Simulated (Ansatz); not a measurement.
# NaMgBr3 (model cell, started as cubic perovskite with Mg in the octahedra): a soft mode frozen in

Wanted: the energy along a soft mode of NaMgBr3 (model cell, started as cubic perovskite with Mg in the octahedra) and the structure at the end.

Main program and level: Ansatz 0.2.0; DFT PBE, scalar-relativistic, plane waves, PAW.

The structure was built from a prototype and need not be the compound's stable phase.

### Step 1. Starting point

It takes space group Pm-3m (No. 221, cubic). The conventional cell has a = 5.313 Å, b = 5.313 Å, c = 5.313 Å, α = 90.00°, β = 90.00°, γ = 90.00°. Nearest to Na lie 12 Br at 3.76 Å. Mg has 6 Br at 2.66 Å nearest. Br has 2 Mg at 2.66 Å and 4 Na at 3.76 Å nearest. Farther neighbours and most contacts between anions are not listed.

### Step 2. The dispersion

The cell comes from relaxations at this level that are not shown. Stability and thermal properties need the whole zone. Linear response on a 2×2×2 q mesh gives force constants as far as a supercell of that size would, and the tensors from the zone-centre run are typed in so that the long-range dipole term is interpolated apart.

File input.yaml:

```yaml
crystal:
  lattice:
    - [5.3131069714, 0.0, 0.0]
    - [0.0, 5.3131069714, 0.0]
    - [0.0, 0.0, 5.3131069714]
  atoms:
    - { symbol: Na, position: [0.0, 0.0, 0.0] }
    - { symbol: Mg, position: [0.5, 0.5, 0.5] }
    - { symbol: Br, position: [0.5, 0.5, 0.0] }
    - { symbol: Br, position: [0.5, 0.0, 0.5] }
    - { symbol: Br, position: [0.0, 0.5, 0.5] }
kpoints:
  mp_grid: { grid: [4, 4, 4] }
hamiltonian:
  xc: pbe
scf:
  occupations: { method: fixed }
output:
  eigenvalues: true
phonons:
  method: dfpt
  qmesh: [2, 2, 2]
  temperatures: { t_max: 1000, t_step: 50 }
  qpath:
    path:
      - [[0.0, 0.0, 0.0], [0.0, 0.5, 0.0], [0.5, 0.5, 0.0], [0.0, 0.0, 0.0], [0.5, 0.5, 0.5], [0.0, 0.5, 0.0]]
      - [[0.5, 0.5, 0.5], [0.5, 0.5, 0.0]]
    npoints: 10
  non_analytic_term:
    high_frequency_dielectric_tensor: [[3.1543, 0.0, 0.0], [0.0, 3.1543, 0.0], [0.0, 0.0, 3.1543]]
    born_effective_charges:
      - { species: Na, tensor: [[1.3661, 0.0, 0.0], [0.0, 1.3661, 0.0], [0.0, 0.0, 1.3661]] }
      - { species: Mg, tensor: [[2.4355, 0.0, 0.0], [0.0, 2.4355, 0.0], [0.0, 0.0, 2.4355]] }
      - { species: Br, tensor: [[-0.8514, 0.0, 0.0], [0.0, -0.8514, 0.0], [0.0, 0.0, -2.0989]] }
      - { species: Br, tensor: [[-0.8514, 0.0, 0.0], [0.0, -2.0989, 0.0], [0.0, 0.0, -0.8514]] }
      - { species: Br, tensor: [[-2.0989, 0.0, 0.0], [0.0, -0.8514, 0.0], [0.0, 0.0, -0.8514]] }
    source: "zone-centre run at this cell"
```

Started as:

```
$ ansatz run input.yaml --threads 4 --pin off --max-ram 14336MiB --backend cpu --events-out ev --progress --plain --runs-dir out
```

Numbers of over 12 decimals in the logs are rounded to 6 here.

The program printed:

```text
Engine: ansatz 0.2.0, aarch64-unknown-linux-gnu
Pseudopotentials: kind: paw
Pseudopotential: Na, paw, valence charge 9, recommended cutoff 420 eV (normal), Na.paw.azcp
Pseudopotential: Mg, paw, valence charge 10, recommended cutoff 420 eV (normal), Mg.paw.azcp
Pseudopotential: Br, paw, valence charge 7, recommended cutoff 420 eV (normal), Br.paw.azcp
Functional definition: PBE
  parameter kappa = 0.804
  parameter beta = 0.066725
  exchange = pbe_x(kappa = kappa, mu = beta*pi^2/3)
  correlation = pbe_c(beta = beta)
Crystal: 5 atoms, lattice volume = 149.984 Å³
Basis set: ecut = 420 eV, 2945 PW (Γ), exchange–correlation on 72×72×72 points (8 copies of the dense FFT grid, shifted against one another)
Bands: 25, of which v1, the nominal top of the filled ones, is band 20 counted from 1 (19 counted from 0)
Symmetry: 48 space group operations
k-points: 10 of 64
Non-local potential: Na, projectors of the file, l = 0: 3, l = 1: 2, l = 2: 1
Non-local potential: Mg, projectors of the file, l = 0: 3, l = 1: 2, l = 2: 1
Non-local potential: Br, projectors of the file, l = 0: 2, l = 1: 2, l = 2: 2
PAW form: soft (Blöchl's): semilocal exchange-correlation on the pseudo side does not see the compensation charge
PAW one-centre angular grid: Na, 110 points (default); XC on 64 Gauss nodes
PAW one-centre angular grid: Mg, 110 points (default); XC on 64 Gauss nodes
PAW one-centre angular grid: Br, 110 points (default); XC on 64 Gauss nodes
Initial density: superposition of atomic densities (neutral atoms: chi_scale 0, normalization atom), corrected by the library's trained network
Initial wavefunctions: pseudopotential atomic-orbital guess
Functional: x = pbe(κ = 0.804, μ = 0.219515), c = pbe(β = 0.066725)
SCF iter   1: F=—  HF=-11766.626827 eV  |F-HF|=—  |Δ(HF+E_count)|=         —  Δρ=5.11e-4  dr2=9.98e-4  ethr=1.77e-3  ⟨swp⟩=6.9  Hψ=1131  notcnv=0  defer=26
preconditioner: auto → Resta (q_TF=auto, 2.189 Å⁻¹)  ε∞=2.9  [insulator: Δε(μ)=2.756 eV  Ē_g=10.680 eV  n_scr=26 (ndim 8)  ℏωp=14.9 eV  f_vac=0.116  ε∞_Penn≈2.9]
SCF iter   2: F=—  HF=-11766.626426 eV  |F-HF|=—  |Δ(HF+E_count)|=   4.01e-4  Δρ=2.58e-4  dr2=3.36e-4  ethr=2.50e-6  ⟨swp⟩=2.5  Hψ=568  notcnv=0  defer=29
SCF iter   3: F=—  HF=-11766.626444 eV  |F-HF|=—  |Δ(HF+E_count)|=   1.76e-5  Δρ=9.84e-5  dr2=2.93e-5  ethr=8.41e-7  ⟨swp⟩=2.0  Hψ=353  notcnv=0  defer=26
SCF iter   4: F=—  HF=-11766.626444 eV  |F-HF|=—  |Δ(HF+E_count)|=   1.59e-8  Δρ=2.82e-5  dr2=2.56e-6  ethr=7.32e-8  ⟨swp⟩=2.5  Hψ=393  notcnv=0  defer=23
SCF iter   5: F=—  HF=-11766.626440 eV  |F-HF|=—  |Δ(HF+E_count)|=   3.89e-6  Δρ=9.44e-6  dr2=1.15e-7  ethr=6.40e-9  ⟨swp⟩=2.0  Hψ=430  notcnv=0  defer=22
SCF iter   6: F=—  HF=-11766.626440 eV  |F-HF|=—  |Δ(HF+E_count)|=   5.56e-8  Δρ=3.67e-6  dr2=1.47e-8  ethr=2.87e-10  ⟨swp⟩=2.0  Hψ=396  notcnv=0  defer=22
SCF iter   7: F=—  HF=-11766.626440 eV  |F-HF|=—  |Δ(HF+E_count)|=   1.04e-8  Δρ=6.50e-7  dr2=7.32e-10  ethr=3.68e-11  ⟨swp⟩=2.0  Hψ=424  notcnv=0  defer=22
SCF iter   8: F=—  HF=-11766.626440 eV  |F-HF|=—  |Δ(HF+E_count)|=  4.91e-10  Δρ=2.03e-7  dr2=4.66e-11  ethr=1.83e-12  ⟨swp⟩=2.0  Hψ=440  notcnv=0  defer=22
SCF iter   9: F=-11766.626440 eV  HF=-11766.626440 eV  |F-HF|=7.28e-12  |Δ(HF+E_count)|=  1.46e-11  Δρ=5.48e-8  dr2=4.84e-12  ethr=1.00e-12  ⟨swp⟩=13.7  Hψ=1645  notcnv=0
SCF 1 converged in 9 iterations: F = -11766.626440 eV  dr2 = 4.84e-12
  greatest PAW one-centre occupation: 1.000 electrons in one spin orbital (limit 2), on the Mg atom at site 1 (counted from 0), in its partial waves of l = 0
NSCF: frozen V_eff on 10 k-points
NSCF: frozen V_eff on 27 k-points
DFPT response loops at q = (0, 0, 0) (fractional): preconditioner auto → none (the input reference at scf.mixing.eps_inf says where Resta's filter doesn't serve); β = 0.50; Broyden in place of MSR1
NSCF: frozen V_eff on 54 k-points
DFPT response loops at q = (0, 0, -0.5) (fractional): preconditioner auto → Resta (q_TF=auto, 2.189 Å⁻¹)  ε∞=4.7 (no band partly filled); β = 1.00, the filter's whole step (`scf.mixing.beta` (0.50) is not read by the response loops at its default; to damp them type it under 1.00, their step now; it binds the ground state too); Broyden in place of MSR1
NSCF: frozen V_eff on 54 k-points
DFPT response loops at q = (0, -0.5, -0.5) (fractional): mixed as the last ones told, above
NSCF: frozen V_eff on 54 k-points
DFPT response loops at q = (-0.5, -0.5, -0.5) (fractional): mixed as the last ones told, above
SCF converged after 9 iterations
Free energy (F): -11766.626440 eV
Harris-Foulkes:  -11766.626440 eV  (|F-HF|=7.28e-12)
Internal energy: -11766.626440 eV  (E = F + TS)
E sigma→0 (E₀):  -11766.626440 eV
Fermi energy:    1.941206 eV
--- Per-component energies (eV) ---
  E_band       = -676.560615
  E_kinetic    = 598.399412
  E_local      = -3978.789365  (includes V_loc(G=0)·N_el)
  E_nonlocal   = 420.965013
  E_hartree    = 1393.316399
  E_xc         = -862.761505
  E_vxc        = -399.799130  (∫ρ·V_xc dr)
  E_paw        = -7295.980245  (= ΣΔE_a)
  E_vpaw       = -103.969299  (= ΣTr[D̂ρ^β])
  E_aug_tail   = 0.000007  (compensation charges beyond the density's cutoff)
  E_ewald      = -2041.776156
  E_smearing   = -0.000000  (= −TS)
  E_closure    = 0.000000  (closes the sum)
  Σ components = -11766.626440   (vs F -11766.626440, Δ=0.00e0)
--- Band table (eV; the first three rows and the last of 10) ---
  k-point 0: bands = [... 16 lower, 1.1466, 1.4161, 1.4161, 1.4161, 4.6935, 5.1501, 8.9902, 8.9902, ... 1 higher]
  k-point 1: bands = [... 16 lower, 0.9565, 1.0370, 1.3383, 1.3383, 5.6229, 5.8479, 8.6408, 9.1949, ... 1 higher]
  k-point 2: bands = [... 16 lower, 0.6811, 0.9338, 1.3236, 1.3236, 6.9325, 6.9746, 7.5070, 9.4786, ... 1 higher]
  k-point 9: bands = [... 16 lower, 0.8385, 1.9412, 1.9412, 1.9412, 5.8272, 7.7971, 7.7971, 7.7971, ... 1 higher]
--- Phonons (Γ-DFPT): 4 representative perturbations + reference (Σ response iterations 12) ---
  ASR residual: 1.288e-4 → 0.000e0 eV/Å²; symmetrization residual: 4.860e-6 eV/Å²
  ASR residual per site (eV/Å²): 1.73e-5 1.29e-4 3.87e-5 3.87e-5 3.87e-5
  Γ frequencies (cm⁻¹): -78.87 -78.87 -78.87 0.00 0.00 0.00 24.95 24.95 24.95 84.53 84.53 84.53 202.97 202.97 202.97
--- Phonons (arbitrary-q DFPT): 4 irreducible q on the 2×2×2 mesh ---
  q = [0.0000, 0.0000, 0.0000] (star 1, of the zone-centre solve; hermiticity 1.80e-6, symmetrization 9.17e-13): -78.87 -78.87 -78.87 -0.00 0.00 0.00 24.95 24.95 24.95 84.53 84.53 84.53 202.97 202.97 202.97
  q = [0.0000, 0.0000, -0.5000] (star 3, 9 solved perturbations in 216 linear systems a pass and spin channel, the states on 27 of 64 k-point pairs; hermiticity 9.58e-7, symmetrization 2.01e-8): -73.21 -73.21 11.53 11.53 31.69 50.15 50.15 56.88 63.02 86.34 86.34 163.87 202.29 202.29 240.36
  q = [0.0000, -0.5000, -0.5000] (star 3, 9 solved perturbations in 216 linear systems a pass and spin channel, the states on 27 of 64 k-point pairs; hermiticity 1.30e-6, symmetrization 6.65e-8): -67.92 -67.92 -64.86 -57.80 42.80 42.80 62.43 62.43 82.63 91.86 105.48 173.01 201.78 248.59 248.59
  q = [-0.5000, -0.5000, -0.5000] (star 1, 4 solved perturbations in 81 linear systems a pass and spin channel, the states on 27 of 64 k-point pairs; hermiticity 1.06e-6, symmetrization 2.06e-8): -74.35 -74.35 -74.35 -58.02 -58.02 -58.02 86.27 86.27 86.27 103.91 103.91 185.17 253.31 253.31 253.31
  sum rule: each row above includes the acoustic sum rule's correction from the zone centre's row sums; it moved no ω² by more than (1.20 cm⁻¹)²
  mesh force constants: q→R imaginary residual 4.19e-18; ASR residual 1.288e-4 → 0.000e0 eV/Å²; symmetrization residual 7.105e-15 eV/Å²
  interpolated dispersion: 63 rows × 15 modes
  density of states and harmonic sums: on the 12×12×12 q-mesh, interpolated from the force constants of a 2×2×2 supercell (with the dipole–dipole term of supplied tensors)
  largest difference from the sums on the solved wave vectors: F 2.24e-1 eV, S 2.87e-4 and C_V 6.90e-5 eV/K
  zero-point energy: 0.078925 eV/cell   skipped modes (ω ≤ 0): 369, of them read as no rigid motion or as one in doubt: 366 (4.482e0 modes/cell left out, lowest -78.87 cm⁻¹)   left out of the sums: 2.99e-1 of the cell's modes: C_V's classical limit lies that fraction below 3 k_B per atom; for a crystal, a wire or a layer, F and S can be off by more, and a phonons.interpolated_qmesh denser along its periods is the remedy for the sampling
```

Wall time 47 s (4 threads of Arm Neoverse V2, shared host); peak memory 0.68 GiB; 3 min of CPU time.

A gap read on the k-mesh alone can miss the band edges.

This step gave:

```yaml
gap_on_the_k_mesh: 2.752 eV
volume_per_atom: 30.00 Å³
sum_rule_residual_before_enforcement: 1.29e-4 eV/Å²
lowest_frequency_on_the_path: -78.87 cm⁻¹
point_group: m-3m
highest_frequency_on_the_path_or_at_a_solved_wavevector: 272.3 cm⁻¹
highest_optical_mode_at_the_zone_centre_no_lo_to_term: 203.0 cm⁻¹
lowest_optical_zone_centre_mode: -78.87 cm⁻¹
lowest_mode_on_the_q_mesh_acoustic_modes_at_gamma_apart: -78.87 cm⁻¹
```

Frequencies (cm⁻¹) solved at each irreducible wavevector; negative means imaginary. Frequencies by wavevector, by row:

```tsv
q in reciprocal lattice units	star	mode 1	mode 2	mode 3	mode 4	mode 13	mode 14	mode 15
0 0 0	1	-78.9	-78.9	-78.9	0	203	203	203
0 0 -0.5	3	-73.2	-73.2	11.5	11.5	202.3	202.3	240.4
0 -0.5 -0.5	3	-67.9	-67.9	-64.9	-57.8	201.8	248.6	248.6
-0.5 -0.5 -0.5	1	-74.3	-74.3	-74.3	-58	253.3	253.3	253.3
```

Interpolated from a 2×2×2 q mesh, with the LO-TO term (at Γ the limit along the path; where Γ stands inside the path, tables give the limit on arrival). Phonon branches along the path, in cm⁻¹:

```tsv
point	branch 1	branch 2	branch 3	branch 4	branch 12	branch 13	branch 14	branch 15
Γ	-79	-79	-21	0	99	203	203	272
halfway	-76	-76	15	15	124	203	203	260
X	-73	-73	12	12	164	202	202	240
halfway	-72	-69	-45	-39	156	202	229	244
M	-68	-68	-65	-58	173	202	249	249
halfway	-73	-71	-41	-28	134	202	209	257
Γ	-79	-79	-21	0	99	203	203	272
halfway	-71	-71	-50	-33	144	214	214	255
R	-74	-74	-74	-58	185	253	253	253
halfway	-71	-70	-58	-44	159	218	236	247
X	-73	-73	12	12	164	202	202	240
jump to R	-74	-74	-74	-58	185	253	253	253
halfway	-70	-70	-70	-58	173	228	251	251
M	-68	-68	-65	-58	173	202	249	249
```

Symmetry leaves 4 wavevectors to solve. The lowest mode among them, the acoustic zeros apart, lies at Γ and is imaginary, 78.9i cm⁻¹, so the energy falls along it.

### Step 3. The mode frozen in, largest atomic shift 0 Å

The mode followed lies at Γ with frequency 78.9i cm⁻¹ and is 3-fold degenerate, the softest among the wavevectors solved. At small amplitude the distorted cell has space group no. 38 by a symmetry search on the positions. The undistorted cell that holds it gives the zero of energy on the same k mesh.

input.yaml, the sections that differ from step 2:

```yaml
scf:
  occupations: { method: gaussian, width: 0.02 }
output:
  forces: true
  stress: true
  eigenvalues: true
# crystal, kpoints, hamiltonian: as in step 2
# phonons: removed
```

The program printed:

```text
[...]
Crystal: 5 atoms, lattice volume = 149.984 Å³
Basis set: ecut = 420 eV, 2945 PW (Γ), exchange–correlation on 72×72×72 points (8 copies of the dense FFT grid, shifted against one another)
Bands: 25, of which v1, the nominal top of the filled ones, is band 20 counted from 1 (19 counted from 0)
Symmetry: 48 space group operations
[...]
k-points: 10 of 64
[...]
P = ⅓ Tr σ = 0.0055 GPa (0.055 kbar)
--- Band table (eV; the first three rows and the last of 10) ---
  k-point 0: bands = [... 16 lower, 1.1466, 1.4160, 1.4160, 1.4160, 4.6935, 5.1501, 8.9901, 8.9901]
  k-point 1: bands = [... 16 lower, 0.9565, 1.0369, 1.3383, 1.3383, 5.6229, 5.8478, 8.6407, 9.1949]
  k-point 2: bands = [... 16 lower, 0.6811, 0.9338, 1.3236, 1.3236, 6.9325, 6.9746, 7.5069, 9.4786]
  k-point 9: bands = [... 16 lower, 0.8385, 1.9412, 1.9412, 1.9412, 5.8272, 7.7971, 7.7971, 7.7971]
[key lines of the parts left out:]
SCF converged after 6 iterations
Free energy (F): -11766.626440 eV
Fermi energy:    3.317413 eV
```

It took 0.56 s on 4 threads; peak memory 0.39 GiB; 1.8 s of CPU time.

Numbers from this step:

| Item | Value |
| --- | --- |
| pressure | 0.005505 GPa |
| energy from the undistorted cell | 0 meV/atom |

At this level the gap is 2.75 eV on the k-mesh of the self-consistent run, which can miss the band edges.

### Step 4. The mode frozen in, largest atomic shift 0.6 Å

The atoms are moved along the unstable eigenvector, the largest shift by 0.6 Å, with the cell fixed.

input.yaml, the sections that differ from step 3:

```yaml
crystal:
  lattice:
    - [5.3131069714, 0.0, 0.0]
    - [0.0, 5.3131069714, 0.0]
    - [0.0, 0.0, 5.3131069714]
  atoms:
    - { symbol: Na, position: [0.0, 0.0798523484, 0.0798523484] }
    - { symbol: Mg, position: [0.5, 0.5019103591, 0.5019103591] }
    - { symbol: Br, position: [0.5, 0.4893636, -0.0022831964] }
    - { symbol: Br, position: [0.5, -0.0022831964, 0.4893636] }
    - { symbol: Br, position: [0.0, 0.4893636, 0.4893636] }
# kpoints, hamiltonian, scf, output: as in step 3
```

The program printed:

```text
[...]
Crystal: 5 atoms, lattice volume = 149.984 Å³
Basis set: ecut = 420 eV, 2945 PW (Γ), exchange–correlation on 72×72×72 points (8 copies of the dense FFT grid, shifted against one another)
Bands: 25, of which v1, the nominal top of the filled ones, is band 20 counted from 1 (19 counted from 0)
Symmetry: 4 space group operations
[...]
k-points: 21 of 64 (time reversal used)
[...]
P = ⅓ Tr σ = 0.2962 GPa (2.962 kbar)
--- Band table (eV; the first three rows and the last of 21) ---
  k-point 0: bands = [... 16 lower, 1.0929, 1.3476, 1.3516, 1.3739, 4.6351, 5.3186, 8.8558, 8.8646]
  k-point 1: bands = [... 16 lower, 0.9090, 0.9828, 1.2402, 1.2743, 5.5849, 5.9763, 8.6443, 9.1037]
  k-point 2: bands = [... 16 lower, 0.6697, 0.8664, 1.2091, 1.2597, 6.8678, 7.1086, 7.5920, 9.3636]
  k-point 20: bands = [... 16 lower, 0.7983, 1.8161, 1.8740, 1.9199, 6.0322, 7.7048, 7.7311, 7.7864]
[key lines of the parts left out:]
SCF converged after 6 iterations
Free energy (F): -11766.707806 eV
Fermi energy:    3.277496 eV
```

Elapsed: 1.3 s, on 4 threads; peak memory 0.38 GiB.

This step gave:

```yaml
pressure: 0.2962 GPa
gap_on_the_k_mesh: 2.715 eV
energy_from_the_undistorted_cell: -16.27 meV/atom
```

The energy, extrapolated to zero smearing, is -16.27 meV/atom against the undistorted cell.

The run ends at a pressure of 0.30 GPa, with forces up to 0.16 eV/Å.

### Step 5. Energy along the mode, all amplitudes (two of the runs are shown above)

An imaginary frequency means negative curvature, so the energy should fall and then rise again as anharmonic terms take over.

Numbers from this step:

```yaml
depth_at_the_lowest_point_sampled: 16.27 meV/atom
largest_atomic_shift_at_that_point: 0.6 Å
```

Table of energy from the parent by largest atomic shift:

```tsv
largest atomic shift (Å)	energy from the parent (meV/atom)
0.000	0
0.040	-0.095
0.080	-0.378
0.140	-1.15
0.220	-2.79
0.320	-5.69
0.450	-10.5
0.600	-16.3
```

Displacement at unit largest shift by atom:

```tsv
atom	x (Å)	y (Å)	z (Å)	size
Na1	0.000	0.707	0.707	1.000
Mg2	0.000	0.017	0.017	0.024
Br3	0.000	-0.094	-0.020	0.096
Br4	0.000	-0.020	-0.094	0.096
Br5	0.000	-0.094	-0.094	0.133
```

The lowest of the steps tried is the last one, at 0.6 Å, 16.3 meV/atom below the parent; the bottom of the well need not coincide with a step.

(Part 1 of 3 ends here.)

[Logs are printed without paths, hosts, clocks, repeated set-up lines and the standing remarks that a program may print on its own settings, such as how far it seeks lower states.]

[Hosts, paths, dates, database ids (printed as entryN), source tags and the programs' standing remarks are cut or masked in the printed files.]
